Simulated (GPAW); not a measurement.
# How the plane-wave cutoff moves the magnetism of free-standing triangular Pt monolayer, spacing 3.288 A, part 2 of 2

Aim: see how far moments and order energies of free-standing triangular Pt monolayer, spacing 3.288 A move with the plane-wave cutoff, and what each rung costs.

GPAW 26.7.0; PBE; plane waves with GPAW's PAW setups, scalar-relativistic.

So far, largest spin moment in the augmentation sphere (μB): step 2 (rung 1 (250 eV), start ferro +) 0.655; step 5 (rung 2 (325 eV), start antiferro q=(0,1/2,0) +-) 0.375; step 6 (rung 3 (400 eV), start ferro +) 0.667; step 7 (rung 3 (400 eV), start antiferro q=(0,1/2,0) +-) 0.376; step 8 (rung 4 (500 eV), start ferro +) 0.667.

**9. Rung 4 (500 eV), start antiferro q=(0,1/2,0) +-**

order2.py

```python
import json
import numpy as np
from ase import Atoms
from ase.parallel import paropen, parprint
from gpaw import GPAW

atoms = Atoms(['Pt', 'Pt'],
    cell=[[3.288, 0.0, 0.0],
         [-3.288, 5.694984, 0.0],
         [0.0, 0.0, 14.0]],
    scaled_positions=[[0.0, 0.0, 0.5],
         [0.0, 0.5, 0.5]],
    pbc=True,
    magmoms=[0.6, -0.6])
atoms.calc = GPAW(mode={'name': 'pw', 'ecut': 500},
    xc='PBE',
    kpts={'size': (10, 5, 1), 'gamma': True},
    occupations={'name': 'fermi-dirac', 'width': 0.05},
    convergence={'density': 1e-05, 'energy': 1e-05},
    maxiter=200,
    txt='order2.txt')
e = atoms.get_potential_energy(force_consistent=True)
res = {'free_energy': e, 'energy_sigma0': atoms.get_potential_energy(), 'fermi_energy': atoms.calc.get_fermi_level()}
res['moments'] = atoms.get_magnetic_moments().tolist()
res['total'] = atoms.get_magnetic_moment()
parprint('site moments (muB):', np.round(res['moments'], 3))
parprint(f"total moment: {res['total']:.3f} muB")
parprint(f'free energy: {e:.6f} eV')
atoms.calc.write('order2.gpw')
with paropen('results.json', 'w') as f:
    json.dump(res, f)
```

Run with:

```sh
> OMP_NUM_THREADS=1 python3 order2.py > order2.log
```

The program printed:

```text
site moments (muB): [ 0.376 -0.376]
total moment: -0.001 muB
free energy: -7.072807 eV

--- order2.txt ---
Input parameters:
  mode=PW(ecut=500),
  convergence={'density': 1e-05, 'energy': 1e-05},
  kpts=MonkhorstPack(size=(10, 5, 1), gamma=True),
  maxiter=200,
  occupations=Occupations(name='fermi-dirac', width=0.05),
  xc=XC(name='PBE')

Diagonalizing LCAO Hamiltonian
Converting LCAO to pw mode

         Pt
[...]
|          9 |        -5.451 |     1.000 |        -5.452 |     1.000 |
[...]
|         19 |        -0.884 |     0.000 |        -0.884 |     0.000 |
|         20 |         1.704 |     0.000 |         1.704 |     0.000 |
|         21 |         2.851 |     0.000 |         2.851 |     0.000 |
|        ... |               |           |               |           |
|         23 |         3.330 |     0.000 |         3.330 |     0.000 |

No gap
No difference between direct/indirect transitions


[key lines of the parts left out:]
Free energy:      -7.072807
Converged in 57 steps
dipole moment: (-11.017685, -19.083178, 0.000005)  # |e|*Ang
Fermi level: -4.321
```

Elapsed: 5.5 min, on 1 MPI rank of Intel Xeon 6975P-C (Granite Rapids), shared host; peak memory 0.42 GiB.

Numbers from this step:

```
magnetization  : 0 μB
final state    : antiferromagnetic
largest moment : 0.3764 μB
```

This start lies +23.3 meV a seeded atom from the first, a change of -0.0 meV since rung 3; its largest moment is 0.376 μB.

**10. Rung 5 (650 eV), start ferro +**

order1.py

```python
import json
import numpy as np
from ase import Atoms
from ase.parallel import paropen, parprint
from gpaw import GPAW

atoms = Atoms(['Pt'],
    cell=[[3.288, 0.0, 0.0],
         [-1.644, 2.847492, 0.0],
         [0.0, 0.0, 14.0]],
    scaled_positions=[[0.0, 0.0, 0.5]],
    pbc=True,
    magmoms=[0.6])
atoms.calc = GPAW(mode={'name': 'pw', 'ecut': 650},
    xc='PBE',
    kpts={'size': (10, 10, 1), 'gamma': True},
    occupations={'name': 'fermi-dirac', 'width': 0.05},
    convergence={'density': 1e-05, 'energy': 1e-05},
    maxiter=200,
    txt='order1.txt')
e = atoms.get_potential_energy(force_consistent=True)
res = {'free_energy': e, 'energy_sigma0': atoms.get_potential_energy(), 'fermi_energy': atoms.calc.get_fermi_level()}
res['moments'] = atoms.get_magnetic_moments().tolist()
res['total'] = atoms.get_magnetic_moment()
parprint('site moments (muB):', np.round(res['moments'], 3))
parprint(f"total moment: {res['total']:.3f} muB")
parprint(f'free energy: {e:.6f} eV')
atoms.calc.write('order1.gpw')
with paropen('results.json', 'w') as f:
    json.dump(res, f)
```

Run with:

```sh
> OMP_NUM_THREADS=1 python3 order1.py > order1.log
```

The program printed:

```text
site moments (muB): [0.667]
total moment: 0.689 muB
free energy: -3.561749 eV

--- order1.txt ---
Input parameters:
  mode=PW(ecut=650),
  convergence={'density': 1e-05, 'energy': 1e-05},
  kpts=MonkhorstPack(size=(10, 10, 1), gamma=True),
  maxiter=200,
  occupations=Occupations(name='fermi-dirac', width=0.05),
  xc=XC(name='PBE')

Diagonalizing LCAO Hamiltonian
Converting LCAO to pw mode

       Pt

[...]
|          3 |        -7.916 |     1.000 |        -7.790 |     1.000 |
|          4 |        -5.671 |     1.000 |        -5.296 |     1.000 |
[...]
|          8 |        -4.636 |     0.999 |        -4.100 |     0.022 |
|          9 |        -1.215 |     0.000 |        -1.134 |     0.000 |
|         10 |         1.713 |     0.000 |         1.710 |     0.000 |
|         11 |         2.860 |     0.000 |         2.853 |     0.000 |

No gap
No difference between direct/indirect transitions


[key lines of the parts left out:]
Free energy:      -3.561749
Converged in 15 steps
dipole moment: (-5.510174, -9.543902, 0.000003)  # |e|*Ang
Fermi level: -4.289
```

Wall time 39 s (1 MPI rank); peak memory 0.3 GiB.

Numbers from this step:

- magnetization: 0.6891 μB
- final state: ferromagnetic
- largest moment: 0.6673 μB

The largest moment is that of rung 4, at 1.2 times its CPU time.

**11. Rung 5 (650 eV), start antiferro q=(0,1/2,0) +-**

order2.py is the script of step 9 with these lines changed:

```diff
@@ -14,3 +14,3 @@
     magmoms=[0.6, -0.6])
-atoms.calc = GPAW(mode={'name': 'pw', 'ecut': 500},
+atoms.calc = GPAW(mode={'name': 'pw', 'ecut': 650},
     xc='PBE',
```

Run with:

```sh
> OMP_NUM_THREADS=1 python3 order2.py > order2.log
```

The program printed:

```text
site moments (muB): [ 0.376 -0.376]
total moment: 0.000 muB
free energy: -7.076927 eV

--- order2.txt ---
Input parameters:
  mode=PW(ecut=650),
  convergence={'density': 1e-05, 'energy': 1e-05},
  kpts=MonkhorstPack(size=(10, 5, 1), gamma=True),
  maxiter=200,
  occupations=Occupations(name='fermi-dirac', width=0.05),
  xc=XC(name='PBE')

Diagonalizing LCAO Hamiltonian
Converting LCAO to pw mode

         Pt
[...]
|          9 |        -5.451 |     1.000 |        -5.451 |     1.000 |
[...]
|         19 |        -0.884 |     0.000 |        -0.884 |     0.000 |
|         20 |         1.705 |     0.000 |         1.705 |     0.000 |
|         21 |         2.851 |     0.000 |         2.851 |     0.000 |
|        ... |               |           |               |           |
|         23 |         3.334 |     0.000 |         3.334 |     0.000 |

No gap
No difference between direct/indirect transitions


[key lines of the parts left out:]
Free energy:      -7.076927
Converged in 18 steps
dipole moment: (-11.017762, -19.083324, 0.000005)  # |e|*Ang
Fermi level: -4.321
```

It took 2.8 min on 1 MPI rank; peak memory 0.55 GiB.

Numbers from this step:

```yaml
magnetization: 0 μB
final_state: antiferromagnetic
largest_moment: 0.3762 μB
```

This start lies +23.3 meV a seeded atom from the first, a change of +0.0 meV since rung 4; its largest moment is 0.376 μB.

**12. Rung 6 (800 eV), start ferro +**

order1.py is the script of step 10 with these lines changed:

```diff
@@ -13,3 +13,3 @@
     magmoms=[0.6])
-atoms.calc = GPAW(mode={'name': 'pw', 'ecut': 650},
+atoms.calc = GPAW(mode={'name': 'pw', 'ecut': 800},
     xc='PBE',
```

Run with:

```sh
> OMP_NUM_THREADS=1 python3 order1.py > order1.log
```

The program printed:

```text
site moments (muB): [0.667]
total moment: 0.689 muB
free energy: -3.561832 eV

--- order1.txt ---
Input parameters:
  mode=PW(ecut=800),
  convergence={'density': 1e-05, 'energy': 1e-05},
  kpts=MonkhorstPack(size=(10, 10, 1), gamma=True),
  maxiter=200,
  occupations=Occupations(name='fermi-dirac', width=0.05),
  xc=XC(name='PBE')

Diagonalizing LCAO Hamiltonian
Converting LCAO to pw mode

       Pt

[...]
|          3 |        -7.917 |     1.000 |        -7.790 |     1.000 |
|          4 |        -5.671 |     1.000 |        -5.296 |     1.000 |
[...]
|          8 |        -4.636 |     0.999 |        -4.100 |     0.022 |
|          9 |        -1.215 |     0.000 |        -1.134 |     0.000 |
|         10 |         1.713 |     0.000 |         1.710 |     0.000 |
|         11 |         2.859 |     0.000 |         2.851 |     0.000 |

No gap
No difference between direct/indirect transitions


[key lines of the parts left out:]
Free energy:      -3.561832
Converged in 16 steps
dipole moment: (-5.510182, -9.543916, 0.000003)  # |e|*Ang
Fermi level: -4.289
```

It took 79 s on 1 MPI rank; peak memory 0.39 GiB.

Read from the output:

```yaml
magnetization: 0.6891 μB
final_state: ferromagnetic
largest_moment: 0.6673 μB
```

The largest moment is that of rung 5, at 2.0 times its CPU time.

**13. Rung 6 (800 eV), start antiferro q=(0,1/2,0) +-**

order2.py is the script of step 11 with these lines changed:

```diff
@@ -14,3 +14,3 @@
     magmoms=[0.6, -0.6])
-atoms.calc = GPAW(mode={'name': 'pw', 'ecut': 650},
+atoms.calc = GPAW(mode={'name': 'pw', 'ecut': 800},
     xc='PBE',
```

Run with:

```sh
> OMP_NUM_THREADS=1 python3 order2.py > order2.log
```

The program printed:

```text
site moments (muB): [ 0.376 -0.376]
total moment: 0.000 muB
free energy: -7.077117 eV

--- order2.txt ---
Input parameters:
  mode=PW(ecut=800),
  convergence={'density': 1e-05, 'energy': 1e-05},
  kpts=MonkhorstPack(size=(10, 5, 1), gamma=True),
  maxiter=200,
  occupations=Occupations(name='fermi-dirac', width=0.05),
  xc=XC(name='PBE')

Diagonalizing LCAO Hamiltonian
Converting LCAO to pw mode

         Pt
[...]
|          9 |        -5.451 |     1.000 |        -5.451 |     1.000 |
[...]
|         19 |        -0.884 |     0.000 |        -0.884 |     0.000 |
|         20 |         1.705 |     0.000 |         1.705 |     0.000 |
|         21 |         2.849 |     0.000 |         2.849 |     0.000 |
|        ... |               |           |               |           |
|         23 |         3.337 |     0.000 |         3.337 |     0.000 |

No gap
No difference between direct/indirect transitions


[key lines of the parts left out:]
Free energy:      -7.077117
Converged in 18 steps
dipole moment: (-11.017777, -19.083352, 0.000005)  # |e|*Ang
Fermi level: -4.321
```

It took 4.7 min on 1 MPI rank; peak memory 0.74 GiB.

This step gave:

```
magnetization  : 0 μB
final state    : antiferromagnetic
largest moment : 0.3762 μB
```

This start lies +23.3 meV a seeded atom from the first, a change of -0.0 meV since rung 5; its largest moment is 0.376 μB.

**14. A faulty input**

An input with a fault is tried, to see how the program answers.

run.py

```python
import json
import numpy as np
from ase import Atoms
from ase.parallel import paropen, parprint
from gpaw import GPAW

atoms = Atoms(['Pt'],
    cell=[[3.288, 0.0, 0.0],
         [-1.644, 2.847492, 0.0],
         [0.0, 0.0, 14.0]],
    scaled_positions=[[0.0, 0.0, 0.5]],
    pbc=True,
    magmoms=[0.6])
atoms.calc = GPAW(mode={'name': 'pw', 'ecut': 550},
    xc='PBE',
    kpts={'size': (10, 10, 1), 'gamma': True},
    occupation={'name': 'fermi-dirac', 'width': 0.05},
    convergence={'density': 1e-05, 'energy': 1e-05},
    maxiter=75,
    txt='run.txt')
e = atoms.get_potential_energy(force_consistent=True)
res = {'free_energy': e, 'energy_sigma0': atoms.get_potential_energy(), 'fermi_energy': atoms.calc.get_fermi_level()}
res['moments'] = atoms.get_magnetic_moments().tolist()
res['total'] = atoms.get_magnetic_moment()
parprint('site moments (muB):', np.round(res['moments'], 3))
parprint(f"total moment: {res['total']:.3f} muB")
parprint(f'free energy: {e:.6f} eV')
atoms.calc.write('run.gpw')
with paropen('results.json', 'w') as f:
    json.dump(res, f)
```

Run with:

```sh
> OMP_NUM_THREADS=1 python3 run.py > run.log
```

The program printed:

```text
TypeError: GPAW() got an unexpected keyword argument 'occupation'
```

Run time: 1.2 s. Hardware: 1 MPI rank; peak memory 0.1 GiB.

The program refused the input before any cycle.

The program's message: “TypeError: GPAW() got an unexpected keyword argument 'occupation'”

A key was misspelt on purpose.

The name must match the manual letter for letter.

**15. Side by side**

Ladder, by row:

```
rung  cutoff (eV)  state from the first start  state from the second start  second less first (meV a seeded atom)  moment, first (μB)  moment, second (μB)  CPU time (s)
   1          250               ferromagnetic            antiferromagnetic                                  23.14              0.6554               0.3696         51.43
   2          325               ferromagnetic            antiferromagnetic                                  23.28              0.6648               0.3751         82.48
   3          400               ferromagnetic            antiferromagnetic                                   23.3               0.667                0.376         101.5
   4          500               ferromagnetic            antiferromagnetic                                  23.27              0.6673               0.3764         364.5
   5          650               ferromagnetic            antiferromagnetic                                  23.29              0.6673               0.3762         208.5
   6          800               ferromagnetic            antiferromagnetic                                  23.27              0.6673               0.3762         363.2
```

**16. Summary of results**

| Quantity | Value |
| --- | --- |
| range of the moment in the table, first start | 0.655 to 0.667 μB |
| range of CPU time | 51 s to 6.1 min |
| range of the energy difference | 23.1 to 23.3 meV a seeded atom |
| first rung from which all stay within 2 meV of the last | 1 |

From rung 1 on the result stays within 0.13 meV of the last rung, inside the margin of 2 meV set for it, at 14 % of the last rung's cost. The first start ends lower on every rung of the table; whether functional and cell give the true order is another question.

[Logs and program files are shortened in this print: banners, set-up blocks, solver, clock and traceback lines can be left out without a mark of their own.]

[Logs are printed without paths, hosts, clocks, repeated set-up lines and the standing remarks that a program may print on its own settings, such as how far it seeks lower states.]

[Hosts, paths, dates, database ids (printed as entryN), source tags and the programs' standing remarks are cut or masked in the printed files.]

[Where a cell is said to come from a database of computed structures, the database is the Materials Project.]
